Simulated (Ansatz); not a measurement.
# A hypothetical structure for KBCl4, part 2 of 2

This structure for KBCl4 is made up. Its elements were placed in a known structure type with a cell scaled to their sizes. What cell does the guess relax to, and how far off was it?

Ansatz 0.2.0; DFT, PBE, plane-wave PAW, files of the set soft_1, scalar-relativistic, no spin, cell and ions relaxed at zero pressure; PAW set soft_1 (the session's first sound run).

So far: Set-up; Relaxing cell and atoms.

## (3) Bands of the relaxed cell

With the geometry fixed, one more self-consistent run, with a narrower smearing and the mesh shown in its input, gives the bands, and its pressure, and its forces where symmetry allows any, show how far the geometry depends on these settings.

This step: DFT, PBE, plane-wave PAW, files of the set soft_1, scalar-relativistic, no spin, bands and density of states at the relaxed cell; PAW set soft_1 (Ansatz 0.2.0).

Contents of input.yaml:

```yaml
crystal:
  lattice:
    - [6.339721473, -0.3245719356, -0.2260337078]
    - [-2.8862638056, 5.9073844726, 0.0670557615]
    - [-2.970577129, -2.0297008056, 5.4797136729]
  atoms:
    - { symbol: K, position: [0.8854744388, 0.4896343172, 0.3286663531] }
    - { symbol: Cl, position: [0.3060967487, 0.9525709516, 0.234289612] }
    - { symbol: Cl, position: [0.4879377746, 0.8901663456, 0.8919647399] }
    - { symbol: Cl, position: [0.8677621324, 0.9878521556, 0.4405284914] }
    - { symbol: Cl, position: [0.2714598433, 0.4805035952, 0.0900966819] }
    - { symbol: B, position: [0.4814690623, 0.8247726347, 0.1634541217] }
kpoints:
  mp_grid: { grid: [8, 6, 6] }
  band_path:
    path:
      - [[-0.5, 0.5, 0.0], [0.0, 0.0, 0.0], [0.0, -0.5, 0.0]]
      - [[-0.5, 0.0, 0.0], [0.0, 0.0, 0.0], [0.0, 0.0, 0.5]]
      - [[-0.5, 0.5, 0.5], [0.0, 0.0, 0.0], [0.0, -0.5, 0.5]]
      - [[-0.5, 0.0, 0.5], [0.0, 0.0, 0.0]]
    npoints: 11
scf:
  occupations: { method: fermi_dirac, width: 0.03 }
  n_extra_bands: 10
hamiltonian:
  xc: pbe
  pseudopotentials: { kind: paw, azcp: { folder: soft_1 } }
output:
  forces: true
  stress: true
  write_bands: true
  dos: { projected: true }
  write_density: true
  write_potential: true
  elf: true
  volumetric_format: npy
```

Run with:

```bash
ansatz run input.yaml --threads 4 --pin off --max-ram 10240MiB --backend cpu --events-out ev --progress --plain --runs-dir out
```

Numbers of over 12 decimals in the logs are rounded to 6 here.

Output:

```text
[...]
Crystal: 6 atoms, lattice volume = 195.725 Å³
Basis set: ecut = 420 eV, 3811 PW (Γ), exchange–correlation on 90×90×90 points (8 copies of the dense FFT grid, shifted against one another)
Bands: 30, of which v1, the nominal top of the filled ones, is band 20 counted from 1 (19 counted from 0)
Symmetry: 1 space group operations
[...]
k-points: 148 of 288 (time reversal used)
[...]
SCF iter   1: F=—  HF=-6021.560001 eV  |F-HF|=—  |Δ(HF+E_count)|=         —  Δρ=3.70e-2  dr2=3.89e0  ethr=3.10e-3  ⟨swp⟩=8.4  Hψ=25978  notcnv=0
[...]
SCF iter   9: F=-6019.671890 eV  HF=-6019.671890 eV  |F-HF|=9.41e-9  |Δ(HF+E_count)|=   6.37e-8  Δρ=2.12e-6  dr2=1.30e-8  ethr=2.50e-10  ⟨swp⟩=23.2  Hψ=42609  notcnv=0
SCF 1 converged in 9 iterations: F = -6019.671890 eV  dr2 = 1.30e-8
[...]
NSCF: frozen V_eff on 81 k-points
WARN: The input density's exchange-correlation potential varies sharply where the density is thin. Do not read a vacuum level from v_tot or v_xc, or from such a field of the output density. On a cell that repeats whose density bears no net charge and no dipole along the vacuum's axis use v_es (v_loc + v_h of the components); under efield.dipole_correction with no amplitude use v_es + v_field, which holds any external [...]
SCF converged after 9 iterations
Free energy (F): -6019.671890 eV
[...]
Internal energy: -6019.671890 eV  (E = F + TS)
E sigma→0 (E₀):  -6019.671890 eV
Fermi energy:    2.096972 eV
[...]
--- Forces (eV/Å), atoms counted from 1 ---
  atom   1  K      0.00067978    -0.00026123     0.00003048
  atom   2  Cl     0.00739987    -0.00322500    -0.00196246
  atom   3  Cl    -0.00414502    -0.00257857     0.00627474
  atom   4  Cl    -0.00096872     0.00181464    -0.00155586
  atom   5  Cl     0.00166693     0.00280765     0.00113221
  atom   6  B     -0.00464357     0.00140644    -0.00393831
  max |Σ_I F_I| component: 3.61e-5 eV/Å
--- Stress (GPa, compression-positive) ---
       -0.008200      -0.012439      -0.005368
       -0.012439       0.008082       0.002544
       -0.005368       0.002544      -0.005070
  P = ⅓ Tr σ = -0.0017 GPa (-0.017 kbar)
--- Band table (eV; the first three rows and the last of 148) ---
  k-point 0: bands = [... 16 lower, -1.2575, -0.9872, -0.9454, -0.8487, 4.7671, 5.8975, 6.5124, 6.7715, ... 6 higher]
  k-point 1: bands = [... 16 lower, -1.2840, -1.0128, -0.8981, -0.8431, 5.0224, 5.8953, 6.4208, 6.7656, ... 6 higher]
  k-point 2: bands = [... 16 lower, -1.3290, -1.0147, -0.8984, -0.7957, 5.5711, 5.9498, 6.2648, 6.6930, ... 6 higher]
  k-point 147: bands = [... 16 lower, -1.5475, -1.0946, -0.9182, -0.6983, 5.9748, 6.1149, 6.5627, 6.8398, ... 6 higher]
```

Wall time 8.9 s (4 threads of AMD EPYC 9R45 (Zen 5), shared host); peak memory 1.1 GiB.

Reading the cycles: dr2 is the Hartree energy of the density residual (eV), the measure of convergence; HF is the Harris–Foulkes estimate of the energy, which meets the free energy F at convergence.

This step gave:

```yaml
fermi_energy: 2.097 eV
gap_by_band_count: 5.459 eV
pressure: -0.001730 GPa
gap_on_the_k_mesh: 5.459 eV
```

From bands.tsv. Electronic bands along the path, in eV, zero at the valence top; v1 is the highest filled band, c1 the lowest empty one:

| point | v4 | v3 | v2 | v1 | c1 | c2 | c3 | c4 |
| --- | --- | --- | --- | --- | --- | --- | --- | --- |
| X | -0.65 | -0.45 | -0.29 | -0.04 | 6.61 | 7.02 | 7.09 | 7.20 |
| 0.45 of the way | -0.61 | -0.38 | -0.28 | -0.10 | 6.06 | 6.82 | 7.07 | 7.37 |
| Γ | -0.57 | -0.30 | -0.25 | -0.16 | 5.46 | 6.59 | 7.20 | 7.46 |
| 0.55 of the way | -0.63 | -0.33 | -0.26 | -0.12 | 6.03 | 6.65 | 7.13 | 7.49 |
| Y | -0.71 | -0.33 | -0.27 | -0.12 | 6.34 | 6.84 | 7.17 | 7.47 |
| jump to L | -0.83 | -0.32 | -0.24 | -0.04 | 6.57 | 6.77 | 7.12 | 7.33 |
| 0.45 of the way | -0.72 | -0.31 | -0.25 | -0.10 | 6.22 | 6.66 | 7.10 | 7.31 |
| Γ | -0.57 | -0.30 | -0.25 | -0.16 | 5.46 | 6.59 | 7.20 | 7.46 |
| 0.45 of the way | -0.61 | -0.32 | -0.20 | -0.14 | 5.91 | 6.59 | 7.04 | 7.48 |
| Z | -0.66 | -0.32 | -0.21 | -0.08 | 6.46 | 6.76 | 7.17 | 7.23 |
| jump to N | -0.86 | -0.40 | -0.23 | -0.01 | 6.67 | 6.81 | 7.25 | 7.53 |
| 0.45 of the way | -0.75 | -0.36 | -0.24 | -0.08 | 6.27 | 6.69 | 7.10 | 7.33 |
| Γ | -0.57 | -0.30 | -0.25 | -0.16 | 5.46 | 6.59 | 7.20 | 7.46 |
| 0.55 of the way | -0.69 | -0.34 | -0.20 | -0.12 | 6.21 | 6.76 | 7.06 | 7.40 |
| M | -0.78 | -0.37 | -0.19 | -0.07 | 6.77 | 6.79 | 7.28 | 7.53 |
| jump to R | -0.72 | -0.40 | -0.15 | 0.00 | 6.42 | 6.70 | 7.20 | 7.24 |
| 0.55 of the way | -0.64 | -0.33 | -0.20 | -0.12 | 5.92 | 6.60 | 7.09 | 7.27 |
| Γ | -0.57 | -0.30 | -0.25 | -0.16 | 5.46 | 6.59 | 7.20 | 7.46 |

Counts of states for the cell as run, both spins, by energy window (eV from the valence-band top):

```csv
from,to,total
-8,-7,0.00
-7,-6,0.00
-6,-5,2.00
-5,-4,0.00
-4,-3,6.00
-3,-2,0.00
-2,-1,5.69
-1,0,10.31
0,1,0.00
1,2,0.00
2,3,0.00
3,4,0.00
4,5,0.00
5,6,0.15
6,7,3.95
7,8,6.70
8,9,4.76
9,10,4.43
```

Below -8 eV lie 16.0 more states.

Valence density in the ac plane at fractional y = 0.481, with atoms of K and Cl within 0.2 Å of it. It is the smooth field of the valence electrons, not physical close to the nuclei.

Ten even steps from '0' (0.0 e/Å³) to '9' (4.2 e/Å³), each cell a mean:
```
001221000000000000
000000000000000000
000000000000000000
000000000000000000
000000000000000000
000000000000000000
000000000000000000
000000000000000000
000000000000000000
100000000000000123
300000000000001577
200000000000015998
100000000000027995
000012210000025641
000133321000012210
001332321000000000
002322320000000000
002333200000000000
```
Columns run along a (6.4 Å), rows up along c (6.6 Å). Atoms in or near the plane, at fractional coordinates: K at (0.89, 0.33), Cl at (0.27, 0.09).

ELF in the ac plane at fractional y = 0.481, with atoms of K and Cl within 0.2 Å of it. It is the smooth field of the valence electrons, not physical close to the nuclei.

Ten even steps from '_' (0.00) to '@' (0.90), each cell a mean:
```
**%%@@@@@@@@%%**--________________::
**##%%%%%%**==::__________________::
==++++++--::______________________::
........____________________________
____________________________________
____________________________________
____________________________________
..______________________________....
**==..______________________..--**##
@@**::________....________..++%%@@@@
@@##::____..--==--::______==%%@@@@@@
@@++____::**####**==..__::%%@@%%##@@
##::__--##@@@@@@%%**..__==@@@@%%%%@@
--__--##@@@@@@@@@@##..__++@@@@@@@@%%
__::##@@@@@@@@@@@@##..__==%%@@%%##--
..**@@@@##==##@@@@**..__::++**==::__
==%%@@@@====%%@@%%==______....______
**%%@@@@%%%%@@@@**::______________..
```
Columns run along a (6.4 Å), rows up along c (6.6 Å). Atoms in or near the plane, at fractional coordinates: K at (0.89, 0.33), Cl at (0.27, 0.09).

Electrostatic potential energy in the ac plane at fractional y = 0.481, with atoms of K and Cl within 0.2 Å of it. With pseudopotentials it is smooth inside the atoms' cores, unlike the true potential.

Values in eV, 10 rows by 16 columns, each cell a mean:
```
  6   3  -4 -10  -5   3   6   6   6   6   5   5   5   6   6   6
  6   6   5   6   6   6   6   6   6   6   6   6   6   6   6   6
  6   6   6   6   6   6   6   6   6   6   6   6   6   6   6   6
  4   4   5   5   6   6   6   6   6   6   6   6   6   5   5   4
  0   2   3   5   5   6   6   6   6   6   6   5   4   3   0  -1
-16  -2   3   4   5   6   6   6   6   6   5   3  -1 -13 -25 -28
-16   0   4   5   6   5   5   6   6   5   3  -2 -21 -38 -40 -38
  0   4   5   2  -7 -14  -8   2   5   4   2  -6 -25 -34 -28 -13
  4   4  -4 -27 -38 -38 -25   0   5   4   2   0  -4  -4   0   3
  5   2 -20 -38 -38 -28  -5   5   5   5   4   4   3   4   5   5
```
Columns run along a (6.4 Å; values clipped at the 3rd and 97th percentile), rows up along c (6.6 Å). Atoms in or near the plane, at fractional coordinates: K at (0.89, 0.33), Cl at (0.27, 0.09).

## (4) Results

```
space group, relaxed : P1
conventional cell    : a = 6.352, b = 6.416, c = 6.555 Å; α = 119.2°, β = 117.8°, γ = 91.0°
volume per atom      : 32.62 Å³ (guess 31.53)
```

**Reading.** KBCl4 relaxes to P1 with a = 6.352, b = 6.416 and c = 6.555 Å. The guessed volume was 3 % too small. The space group P1 was held in the relaxation, so the end point is a stationary structure within it and may be a saddle against distortions or other arrangements. It has an indirect Kohn–Sham gap of 5.46 eV, which semilocal functionals understate. On the 8×6×6 mesh with the narrower smearing (relaxed on 6×5×5) the largest force component is 0.007 eV/Å and the largest stress component is 0.012 GPa, within the relaxation's thresholds of 0.015 eV/Å and 0.05 GPa. The cutoff wasn't tested. No dispersion term is used, so weakly bound directions may come out too long. Nothing here tests whether the compound is stable against decomposition.

[Logs are printed without paths, hosts, clocks, repeated set-up lines and the standing remarks that a program may print on its own settings, such as how far it seeks lower states.]

[Hosts, paths, dates, database ids (printed as entryN), source tags and the programs' standing remarks are cut or masked in the printed files.]
